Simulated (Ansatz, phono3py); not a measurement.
## Heat carried by phonons in NaCl (Fm-3m)

How well does the lattice of NaCl conduct heat?

Measurements to reproduce:
- thermal conductivity 7.1 W/m/K near room temperature (given in “Combining the AFLOW GIBBS and Elastic Libraries to efficiently and robustly screen thermo-mechanical properties of solids”, 2017, arXiv:1611.05714)
- thermal conductivity 7.1 W/m/K near room temperature (given in “Predicting the lattice thermal conductivity of solids by solving the Boltzmann transport equation: AFLOW - AAPL an automated, accurate and efficient framework”, 2017, arXiv:1611.05481)

Program: Ansatz 0.2.0. Level of theory: DFT LDA, scalar-relativistic, plane waves, PAW; PAW set soft_1. Results are calculated unless marked as measured.

The database entry behind the starting cell differs from later determinations by our own check (an axis about 0.4 % short against later determinations), so it need not match the best structure at ambient conditions.

## Step 1: The starting structure

The structure is cubic, space group Fm-3m (No. 225). Conventional cell: a = 5.620 Å, b = 5.620 Å, c = 5.620 Å, α = 90.00°, β = 90.00°, γ = 90.00°. Na has 6 Cl at 2.81 Å nearest. Cl has 6 Na at 2.81 Å nearest. Farther neighbours and most contacts between anions are not listed.

## Step 2: Probe on a coarse mesh

A cheap single point shows whether the cell is a metal or an insulator and how far it is from rest; that sets the k-mesh and the occupations of what follows.

input.yaml

```yaml
crystal:
  lattice:
    - [0.0, 2.81, 2.81]
    - [2.81, 0.0, 2.81]
    - [2.81, 2.81, 0.0]
  atoms:
    - { symbol: Na, position: [0.0, 0.0, 0.0] }
    - { symbol: Cl, position: [0.5, 0.5, 0.5] }
kpoints:
  mp_grid: { grid: [6, 6, 6] }
hamiltonian:
  xc: lda
  pseudopotentials: { kind: paw, azcp: { folder: soft_1 }, xc_functional: pbe }
scf:
  occupations: { method: gaussian, width: 0.1 }
  lower_state_search: "off"
output:
  forces: true
  stress: true
  eigenvalues: true
```

Started as:

```console
$ ansatz run input.yaml --threads 8 --pin off --max-ram 19456MiB --backend cpu --events-out ev --progress --plain --runs-dir out
```

Numbers of over 12 decimals in the logs are rounded to 6 here.

What it wrote:

```text
Engine: ansatz 0.2.0, aarch64-unknown-linux-gnu
Pseudopotentials: kind: paw
Pseudopotential: Na, paw, valence charge 9, recommended cutoff 420 eV (normal), soft_1/Na.paw.azcp
Pseudopotential: Cl, paw, valence charge 7, recommended cutoff 420 eV (normal), soft_1/Cl.paw.azcp
Functional definition: SPW92
  exchange = slater_x
  correlation = pw_c
Crystal: 2 atoms, lattice volume = 44.376 Å³
Basis set: ecut = 420 eV, 893 PW (Γ)
Bands: 12, of which v1, the nominal top of the filled ones, is band 8 counted from 1 (7 counted from 0)
Symmetry: 48 space group operations
Space group: Fm-3m (ITA 225), of the structure as read, at distance tolerance 3.5e-5 Å
k-points: 16 of 216
Non-local potential: Na, projectors of the file, l = 0: 3, l = 1: 2, l = 2: 1
Non-local potential: Cl, projectors of the file, l = 0: 2, l = 1: 2, l = 2: 1
PAW form: soft (Blöchl's): semilocal exchange-correlation on the pseudo side does not see the compensation charge
PAW frozen core: Na, regenerated for the run's functional, and the local potential with it (the file was generated under x = pbe(κ = 0.804, μ = 0.219515), c = pbe(β = 0.066725))
PAW frozen core: Cl, regenerated for the run's functional, and the local potential with it (the file was generated under x = pbe(κ = 0.804, μ = 0.219515), c = pbe(β = 0.066725))
PAW one-centre angular grid: Na, 110 points (default); XC on 64 Gauss nodes
PAW one-centre angular grid: Cl, 110 points (default); XC on 64 Gauss nodes
Initial density: superposition of atomic densities (chi_scale 0.1, normalization cell, long waves kept (reshape's long-wave potential 0.00 eV rms))
Initial wavefunctions: pseudopotential atomic-orbital guess
Functional: x = slater, c = lda
SCF iter   1: F=—  HF=-2515.297998 eV  |F-HF|=—  |Δ(HF+E_count)|=         —  Δρ=7.14e-2  dr2=1.99e0  ethr=3.10e-3  ⟨swp⟩=6.1  Hψ=1349  notcnv=0
preconditioner: auto → none  [insulator: Δε(μ)=3.675 eV  Ē_g=12.494 eV  σ=0.100 eV  W_gap=1.00  n_scr=14 (ndim 8)  ℏωp=15.8 eV  f_vac=0.000  D(μ)=0.00/eV (n_scr^D=0)  ε∞_Penn≈2.6]
SCF iter   2: F=—  HF=-2514.350188 eV  |F-HF|=—  |Δ(HF+E_count)|=   9.48e-1  Δρ=1.51e-2  dr2=1.18e-1  ethr=3.10e-3  ⟨swp⟩=3.3  Hψ=582  notcnv=0
SCF iter   3: F=—  HF=-2514.311067 eV  |F-HF|=—  |Δ(HF+E_count)|=   3.91e-2  Δρ=5.65e-3  dr2=1.38e-2  ethr=7.39e-4  ⟨swp⟩=2.6  Hψ=336  notcnv=0
SCF iter   4: F=—  HF=-2514.306534 eV  |F-HF|=—  |Δ(HF+E_count)|=   4.53e-3  Δρ=1.20e-3  dr2=8.62e-4  ethr=8.65e-5  ⟨swp⟩=2.0  Hψ=359  notcnv=0
SCF iter   5: F=—  HF=-2514.306460 eV  |F-HF|=—  |Δ(HF+E_count)|=   7.43e-5  Δρ=1.37e-4  dr2=5.45e-6  ethr=5.38e-6  ⟨swp⟩=2.4  Hψ=280  notcnv=0
SCF iter   6: F=—  HF=-2514.306467 eV  |F-HF|=—  |Δ(HF+E_count)|=   6.64e-6  Δρ=1.38e-5  dr2=5.42e-8  ethr=6.25e-10  ⟨swp⟩=6.2  Hψ=1224  notcnv=0
SCF iter   7: F=-2514.306467 eV  HF=-2514.306467 eV  |F-HF|=5.44e-10  |Δ(HF+E_count)|=   6.86e-9  Δρ=1.47e-6  dr2=1.71e-10  ethr=3.39e-10  ⟨swp⟩=2.5  Hψ=715  notcnv=0
SCF 1 converged in 7 iterations: F = -2514.306467 eV  dr2 = 1.71e-10
  greatest PAW one-centre occupation: 0.999 electrons in one spin orbital (limit 2), on the Na atom at site 0 (counted from 0), in its partial waves of l = 0
SCF converged after 7 iterations
Free energy (F): -2514.306467 eV
Harris-Foulkes:  -2514.306467 eV  (|F-HF|=5.44e-10)
Internal energy: -2514.306467 eV  (E = F + TS)
E sigma→0 (E₀):  -2514.306467 eV
Fermi energy:    3.251905 eV
--- Per-component energies (eV) ---
  E_band       = -236.917501
  E_kinetic    = 266.248163
  E_local      = -1672.847623  (includes V_loc(G=0)·N_el)
  E_nonlocal   = 311.810575
  E_hartree    = 562.298016
  E_xc         = -142.913407
  E_vxc        = -163.745497  (∫ρ·V_xc dr)
  E_paw        = -899.748568  (= ΣΔE_a)
  E_vpaw       = -102.979463  (= ΣTr[D̂ρ^β])
  E_aug_tail   = 0.000152  (compensation charges beyond the density's cutoff)
  E_ewald      = -939.485157
  E_core_change = 0.331382  (= ΣΔE_core)
  E_smearing   = -0.000000  (= −TS)
  E_closure    = 0.000000  (closes the sum)
  Σ components = -2514.306467   (vs F -2514.306467, Δ=0.00e0)
--- Forces (eV/Å), atoms counted from 1 ---
  atom   1  Na    -0.00000000     0.00000000     0.00000000
  atom   2  Cl     0.00000000    -0.00000000     0.00000000
  max |Σ_I F_I| component: 8.73e-30 eV/Å
--- Stress (GPa, compression-positive) ---
       -2.215562       0.000000      -0.000000
       -0.000000      -2.215562      -0.000000
        0.000000      -0.000000      -2.215562
  P = ⅓ Tr σ = -2.2156 GPa (-22.156 kbar)
--- Band table (eV; the first three rows and the last of 16) ---
  k-point 0: bands = [... 4 lower, -11.7458, 0.8836, 0.8836, 0.8836, 5.6179, 11.6509, 11.6509, 11.6509]
  k-point 1: bands = [... 4 lower, -11.6595, 0.2320, 0.8102, 0.8102, 6.4631, 10.8588, 11.9330, 11.9330]
  k-point 2: bands = [... 4 lower, -11.4790, -0.7535, 0.6705, 0.6705, 7.5772, 10.6573, 11.7350, 11.7350]
  k-point 15: bands = [... 4 lower, -11.3198, -0.6461, -0.0879, 0.1200, 8.9328, 9.4279, 11.0739, 12.6036]
```

Elapsed: 0.78 s, on 8 threads of Arm Neoverse V2, shared host; peak memory 0.26 GiB; 1.5 s of CPU time.

This step gave:

```
pressure          : -2.216 GPa
gap on the k-mesh : 4.734 eV
volume per atom   : 22.19 Å³/atom
```

The start is under -2.2 GPa at this level and looks like an insulator or semiconductor on this mesh.

## Step 3: Relaxation

The vibrations must be taken about the equilibrium of this functional, not about the starting cell, so the structure is relaxed.

input.yaml, the sections that differ from step 2:

```yaml
kpoints:
  mp_grid: { grid: [8, 8, 8] }
scf:
  occupations: { method: gaussian, width: 0.02 }
  lower_state_search: "off"
output:
  forces: true
  stress: true
  eigenvalues: true
  write_density: true
  write_potential: true
  elf: true
  volumetric_format: npy
relax:
  adjacent_minimum: "off"
  f_tol: 0.005
  max_steps: 80
  cell: { stress_tol: 0.05 }
# crystal, hamiltonian: as in step 2
```

What it wrote:

```text
[...]
Crystal: 2 atoms, lattice volume = 44.376 Å³
Basis set: ecut = 420 eV, 893 PW (Γ)
Bands: 12, of which v1, the nominal top of the filled ones, is band 8 counted from 1 (7 counted from 0)
Symmetry: 48 space group operations
[...]
k-points: 29 of 512
[...]
SCF iter   1: F=—  HF=-2515.297337 eV  |F-HF|=—  |Δ(HF+E_count)|=         —  Δρ=7.14e-2  dr2=1.99e0  ethr=3.10e-3  ⟨swp⟩=6.1  Hψ=2329  notcnv=0
[...]
SCF iter   7: F=-2514.306504 eV  HF=-2514.306504 eV  |F-HF|=2.59e-10  |Δ(HF+E_count)|=   4.74e-9  Δρ=1.09e-6  dr2=8.76e-11  ethr=3.28e-10  ⟨swp⟩=6.4  Hψ=1957  notcnv=0
SCF 1 converged in 7 iterations: F = -2514.306504 eV  dr2 = 8.76e-11
[...]
relax step   1: F+E_penalty+E_count = -2514.30650382 eV  Δ(F+E_penalty+E_count) = +0.000e0 eV  max|allowed force component| = 4.651e-30 eV/Å  Δτ_max = 0.0000 Å  P = -2.216 GPa  Ω = 44.376 Å³  (7 SCF iters, dr2 threshold 1.00e-7 eV, accepted)
Crystal: 2 atoms, lattice volume = 41.868 Å³
Basis set: ecut = 420 eV, 869 PW (Γ)
[...]
iter 1 solved again at ethr=1.79e-5 eV; its pass at ethr=3.10e-3 eV (dr2=2.87e-3 eV) is discarded
[...]
SCF iter   5: F=-2514.330789 eV  HF=-2514.330789 eV  |F-HF|=6.64e-9  |Δ(HF+E_count)|=   4.52e-7  Δρ=7.98e-6  dr2=1.69e-8  ethr=1.25e-9  ⟨swp⟩=11.2  Hψ=2734  notcnv=0
SCF 2 converged in 5 iterations: F = -2514.330789 eV  dr2 = 1.69e-8
relax step   2: F+E_penalty+E_count = -2514.33078883 eV  Δ(F+E_penalty+E_count) = -2.429e-2 eV  max|allowed force component| = 2.726e-30 eV/Å  Δτ_max = 0.0000 Å  P = -0.791 GPa  Ω = 41.868 Å³  energy of the carried Pulay correction = +8.876e-5 eV  (5 SCF iters, dr2 threshold 2.00e-7 eV, accepted)
Crystal: 2 atoms, lattice volume = 40.595 Å³
Basis set: ecut = 420 eV, 821 PW (Γ)
[...]
SCF iter   5: F=-2514.333494 eV  HF=-2514.333494 eV  |F-HF|=1.75e-9  |Δ(HF+E_count)|=   1.09e-7  Δρ=4.20e-6  dr2=4.46e-9  ethr=1.25e-9  ⟨swp⟩=10.1  Hψ=2419  notcnv=0
SCF 3 converged in 5 iterations: F = -2514.333494 eV  dr2 = 4.46e-9
relax step   3: F+E_penalty+E_count = -2514.33349353 eV  Δ(F+E_penalty+E_count) = -2.705e-3 eV  max|allowed force component| = 2.202e-30 eV/Å  Δτ_max = 0.0000 Å  P = +0.150 GPa  Ω = 40.595 Å³  energy of the carried Pulay correction = +1.358e-4 eV  (5 SCF iters, dr2 threshold 2.00e-7 eV, accepted)
[...]
relax step   4: F+E_penalty+E_count = -2514.33357411 eV  Δ(F+E_penalty+E_count) = -8.058e-5 eV  max|allowed force component| = 2.120e-30 eV/Å  Δτ_max = 0.0000 Å  P = -0.007 GPa  Ω = 40.793 Å³  energy of the carried Pulay correction = +1.284e-4 eV  (4 SCF iters, dr2 threshold 5.65e-8 eV, accepted)
[...]
SCF iter   1: F=—  HF=-2514.333442 eV  |F-HF|=—  |Δ(HF+E_count)|=         —  Δρ=5.49e-5  dr2=1.56e-7  ethr=3.67e-6  ⟨swp⟩=2.8  Hψ=3242  notcnv=0
eigensolver tolerance schedule: the retry pair's looser diagonalisation over-reported the residual by 3747.28 of it (diagonalisation noise at an unbounded share of the residual, at the tolerance the schedule requests for it); recorded, not acted on — ethr = c·dr2/N_el stays at c = 1.0e-1
[...]
SCF iter   2: F=—  HF=-2514.333442 eV  |F-HF|=—  |Δ(HF+E_count)|=   2.85e-8  Δρ=2.67e-5  dr2=3.42e-8  ethr=9.78e-10  ⟨swp⟩=3.2  Hψ=661  notcnv=0
[...]
SCF iter   5: F=-2514.333442 eV  HF=-2514.333442 eV  |F-HF|=1.36e-12  |Δ(HF+E_count)|=  8.64e-12  Δρ=2.57e-7  dr2=5.54e-12  ethr=1.00e-12  ⟨swp⟩=5.8  Hψ=1342  notcnv=0
SCF 5 converged in 5 iterations: F = -2514.333442 eV  dr2 = 5.54e-12
relax step   5: F+E_penalty+E_count = -2514.33344154 eV  Δ(F+E_penalty+E_count) = +1.326e-4 eV  max|allowed force component| = 2.404e-30 eV/Å  Δτ_max = 0.0000 Å  P = -0.007 GPa  Ω = 40.793 Å³  stress off target by 7.16e-3 GPa  SCF on the basis re-selected at this cell (its energy is not comparable with the rows above)  (5 SCF iters)
basis re-selected at this cell: Δ(F+E_penalty+E_count) = +1.326e-4 eV, ΔP = +0.000 GPa vs the last step (what re-selecting the basis moved, of the pressure what is left beyond the Pulay correction that the steps carried, after the strain that the cell walked since its last selection, with what the two solves' SCF thresholds leave and, on support functions, any second-order correction that the steps lacked; it is no m [...]
SCF converged after 5 iterations
Free energy (F): -2514.333442 eV
[...]
Internal energy: -2514.333442 eV  (E = F + TS)
E sigma→0 (E₀):  -2514.333442 eV
Fermi energy:    4.105213 eV
[...]
--- Stress (GPa, compression-positive) ---
       -0.007158      -0.000000      -0.000000
       -0.000000      -0.007158      -0.000000
       -0.000000      -0.000000      -0.007158
  P = ⅓ Tr σ = -0.0072 GPa (-0.072 kbar)
--- Band table (eV; the first three rows and the last of 29) ---
  k-point 0: bands = [... 4 lower, -11.2751, 1.5672, 1.5672, 1.5672, 6.6431, 12.3966, 12.3966, 12.3966]
  k-point 1: bands = [... 4 lower, -11.2114, 1.1122, 1.5153, 1.5153, 7.1968, 11.8674, 12.6125, 12.6125]
  k-point 2: bands = [... 4 lower, -11.0522, 0.2325, 1.3946, 1.3946, 8.1757, 11.4472, 12.7601, 12.7601]
  k-point 28: bands = [... 4 lower, -10.7315, 0.1173, 0.1173, 0.6392, 10.4079, 11.1498, 11.1498, 12.9841]
--- Relaxed structure (4 steps of the walk, 4 accepted, 1 SCFs on fresh bases) ---
  F+E_penalty+E_count = -2514.33344154 eV   max|allowed force component| = 2.404e-30 eV/Å   (the final SCF, on the basis selected at the relaxed cell)
  cell:  # Å, volume = 40.7930 Å³
    - [0, 2.732238, 2.732238]
    - [2.732238, 0, 2.732238]
    - [2.732238, 2.732238, 0]
  atoms:
    - { symbol: Na, position: [0, 0, 0] }
    - { symbol: Cl, position: [0.5, 0.5, 0.5] }
```

Run time: 1.3 s. Hardware: 8 threads; peak memory 0.3 GiB; 6.3 s of CPU time.

Relaxation path:

```csv
step,energy less that of the first step (eV),largest force component (eV/Å),pressure (GPa),volume (Å³)
1,0.0000,0.0000,-2.22,44.38
2,-0.0243,0.0000,-0.79,41.87
3,-0.0270,0.0000,0.15,40.59
4,-0.0271,0.0000,-0.01,40.79
5*,-0.0269,0.0000,-0.01,40.79
```

Relaxation steps marked * repeat the geometry before them on a plane-wave basis chosen anew for their cell, so energy and pressure can jump there.

Forces are held to the 48 operations that the run works with; a distortion that breaks them can't arise in this run.

```csv
"conventional cell, symmetrised",before,after,change
a (Å),5.620,5.464,-2.8 %
b (Å),5.620,5.464,-2.8 %
c (Å),5.620,5.464,-2.8 %
volume (Å³/atom),22.19,20.40,-8.1 %
```

Final coordinates:

```xyz
2
Lattice="0.0000 2.7322 2.7322 2.7322 0.0000 2.7322 2.7322 2.7322 0.0000" Properties=species:S:1:pos:R:3 pbc="T T T"
Na    0.0000    0.0000    0.0000
Cl    2.7322    2.7322    2.7322
```

This step gave:

```
pressure          : -0.007158 GPa
gap on the k-mesh : 5.076 eV
volume per atom   : 20.40 Å³/atom
```

Electrostatic potential energy in the ac plane of the conventional cell at fractional y = 0.000, with atoms of Na and Cl within 0.2 Å of it. With pseudopotentials it is smooth inside the atoms' cores, unlike the true potential.

Values in eV, 15 rows by 15 columns, each cell a mean:
```
-67 -37  -2   5   5 -10 -33 -38 -37 -22   2   6   3 -17 -60
-22  -7   3   6   6   1 -16 -27 -23  -6   5   7   5  -1 -17
  2   4   6   7   7   6   3  -1   1   5   7   7   6   5   3
  5   6   7   8   8   7   6   5   6   7   7   8   7   7   6
  0   4   7   8   7   6   4   3   3   5   7   7   7   5   2
-25 -14   2   7   6   3  -7 -20 -14   0   5   7   5  -6 -22
-38 -32  -8   5   5  -2 -38 -66 -56 -14   3   6   1 -23 -37
-39 -35 -11   5   5  -5 -50 -71 -66 -20   3   5  -1 -27 -38
-35 -26  -3   6   5   0 -23 -50 -38  -7   4   6   3 -16 -33
-13  -4   5   7   7   4   0  -5  -2   3   6   7   6   1 -10
  4   6   7   8   7   7   5   5   5   6   7   8   7   6   5
  5   6   7   8   8   7   6   5   5   7   8   8   7   6   5
 -4   1   5   7   7   5  -3 -11  -8   2   7   7   6   3  -2
-46 -19   1   6   6  -4 -26 -35 -32 -14   4   6   4  -7 -37
-71 -46  -4   5   4 -13 -35 -39 -38 -25   0   5   2 -22 -67
```
Columns run along a (5.5 Å; values clipped at the 3rd and 97th percentile), rows up along c (5.5 Å), edges of the conventional cell, whose origin can differ from the input's. Atoms in or near the plane, at fractional coordinates: Na at (0.00, 0.00), Na at (0.50, 0.50), Cl at (0.50, 0.00), Cl at (0.00, 0.50).

Valence density in the ac plane of the conventional cell at fractional y = 0.000, with atoms of Na and Cl within 0.2 Å of it. It is the smooth field of the valence electrons, not physical close to the nuclei.

Ten steps, logarithmic in the rise over the least value, from '_' (0 e/Å³) to '@' (20 e/Å³), each cell a mean:
```
@@**..__..--========::____==%%
++::____..::======--..____..==
__________..::::::..__________
..____________....____________
::::..____________________..::
==--::..____::====..____..--==
====--..__..**@@%%==__..::====
--==--..__::##@@@@==__..::====
====--..__..++##**::____::====
----..______..::..______..::--
....______________________....
____________........__________
::..______..------::..______..
##==..__..--======--::____::**
@@##::__..--==--====::..__++@@
```
Columns run along a (5.5 Å), rows up along c (5.5 Å), edges of the conventional cell, whose origin can differ from the input's. Atoms in or near the plane, at fractional coordinates: Na at (0.00, 0.00), Na at (0.50, 0.50), Cl at (0.50, 0.00), Cl at (0.00, 0.50).

ELF in the ac plane of the conventional cell at fractional y = 0.000, with atoms of Na and Cl within 0.2 Å of it. It is the smooth field of the valence electrons, not physical close to the nuclei.

Ten even steps from '0' (0.03) to '9' (0.86), each cell a mean:
```
562179857994045
530169999983024
000037999851000
432002444310134
997300000001589
999600354103899
689712655404997
389712635504995
899711566304998
998500122002799
875100111000367
110015777630011
210058999972002
651179988993036
362189836994055
```
Columns run along a (5.5 Å), rows up along c (5.5 Å), edges of the conventional cell, whose origin can differ from the input's. Atoms in or near the plane, at fractional coordinates: Na at (0.00, 0.00), Na at (0.50, 0.50), Cl at (0.50, 0.00), Cl at (0.00, 0.50).

The relaxation ends with a pressure of -0.01 GPa.

## Step 4: A second relaxation

The relaxation is run once more from where the first one ended, as the script does after a large change of volume or of the gap, with mesh and occupations reviewed.

input.yaml, the sections that differ from step 3:

```yaml
crystal:
  lattice:
    - [0.0, 2.7322376539, 2.7322376539]
    - [2.7322376539, 0.0, 2.7322376539]
    - [2.7322376539, 2.7322376539, 0.0]
  atoms:
    - { symbol: Na, position: [0.0, 0.0, 0.0] }
    - { symbol: Cl, position: [0.5, 0.5, 0.5] }
output:
  forces: true
  stress: true
  eigenvalues: true
# kpoints, hamiltonian, scf, relax: as in step 3
```

What it wrote:

```text
[...]
Crystal: 2 atoms, lattice volume = 40.793 Å³
Basis set: ecut = 420 eV, 821 PW (Γ)
Bands: 12, of which v1, the nominal top of the filled ones, is band 8 counted from 1 (7 counted from 0)
Symmetry: 48 space group operations
[...]
k-points: 29 of 512
[...]
k-point 28: bands = [... 4 lower, -10.7315, 0.1173, 0.1173, 0.6392, 10.4079, 11.1498, 11.1498, 12.9841]
--- Relaxed structure (1 steps of the walk, 1 accepted, 1 SCFs on fresh bases) ---
[...]
cell:  # Å, volume = 40.7930 Å³
    - [0.0, 2.7322376539, 2.7322376539]
    - [2.7322376539, 0.0, 2.7322376539]
    - [2.7322376539, 2.7322376539, 0.0]
  atoms:
    - { symbol: Na, position: [0.0, 0.0, 0.0] }
    - { symbol: Cl, position: [0.5, 0.5, 0.5] }
[key lines of the parts left out:]
SCF converged after 4 iterations
Free energy (F): -2514.333442 eV
Fermi energy:    4.105210 eV
P = ⅓ Tr σ = -0.0072 GPa (-0.072 kbar)
```

It took 0.58 s on 8 threads; peak memory 0.29 GiB; 2.7 s of CPU time.

Little changed from the start: no atom moved by 0.005 Å and no cell edge by 0.1 %.

This step gave:

| Quantity | Value |
| --- | --- |
| pressure | -0.007166 GPa |

## Step 5: Relaxing to small residual forces and stress

The thresholds are tightened for a last relaxation ahead of the phonons, and where mesh or smearing change with them the cell follows.

input.yaml, the sections that differ from step 4:

```yaml
kpoints:
  mp_grid: { grid: [9, 9, 9] }
scf:
  occupations: { method: fixed }
  lower_state_search: "off"
relax:
  adjacent_minimum: "off"
  f_tol: 0.001
  max_steps: 60
  cell: { stress_tol: 0.01 }
# crystal, hamiltonian, output: as in step 4
```

What it wrote:

```text
[...]
Crystal: 2 atoms, lattice volume = 40.793 Å³
Basis set: ecut = 420 eV, 821 PW (Γ)
Bands: 12, of which v1, the nominal top of the filled ones, is band 8 counted from 1 (7 counted from 0)
Symmetry: 48 space group operations
[...]
k-points: 35 of 729
[...]
k-point 34: bands = [... 4 lower, -10.7389, -0.0461, 0.2540, 0.7252, 10.4173, 10.8284, 11.2636, 13.3049]
--- Relaxed structure (1 steps of the walk, 1 accepted, 1 SCFs on fresh bases) ---
[...]
cell:  # Å, volume = 40.7930 Å³
    - [0.0, 2.7322376539, 2.7322376539]
    - [2.7322376539, 0.0, 2.7322376539]
    - [2.7322376539, 2.7322376539, 0.0]
  atoms:
    - { symbol: Na, position: [0.0, 0.0, 0.0] }
    - { symbol: Cl, position: [0.5, 0.5, 0.5] }
[key lines of the parts left out:]
SCF converged after 5 iterations
Free energy (F): -2514.333440 eV
Fermi energy:    1.567201 eV
P = ⅓ Tr σ = -0.0072 GPa (-0.072 kbar)
```

Run time: 0.62 s. Hardware: 8 threads; peak memory 0.29 GiB; 3 s of CPU time.

Little changed from the start: no atom moved by 0.005 Å and no cell edge by 0.1 %.

Numbers from this step:

```yaml
pressure: -0.007169 GPa
```

The residual pressure is -0.0072 GPa, small enough for phonons.

[end of part 1 of 4]

[Logs are printed without paths, hosts, clocks, repeated set-up lines and the standing remarks that a program may print on its own settings, such as how far it seeks lower states.]

[Hosts, paths, dates, database ids (printed as entryN), source tags and the programs' standing remarks are cut or masked in the printed files.]

[A step with changed settings may run another functional than the one named; its input shows which.]
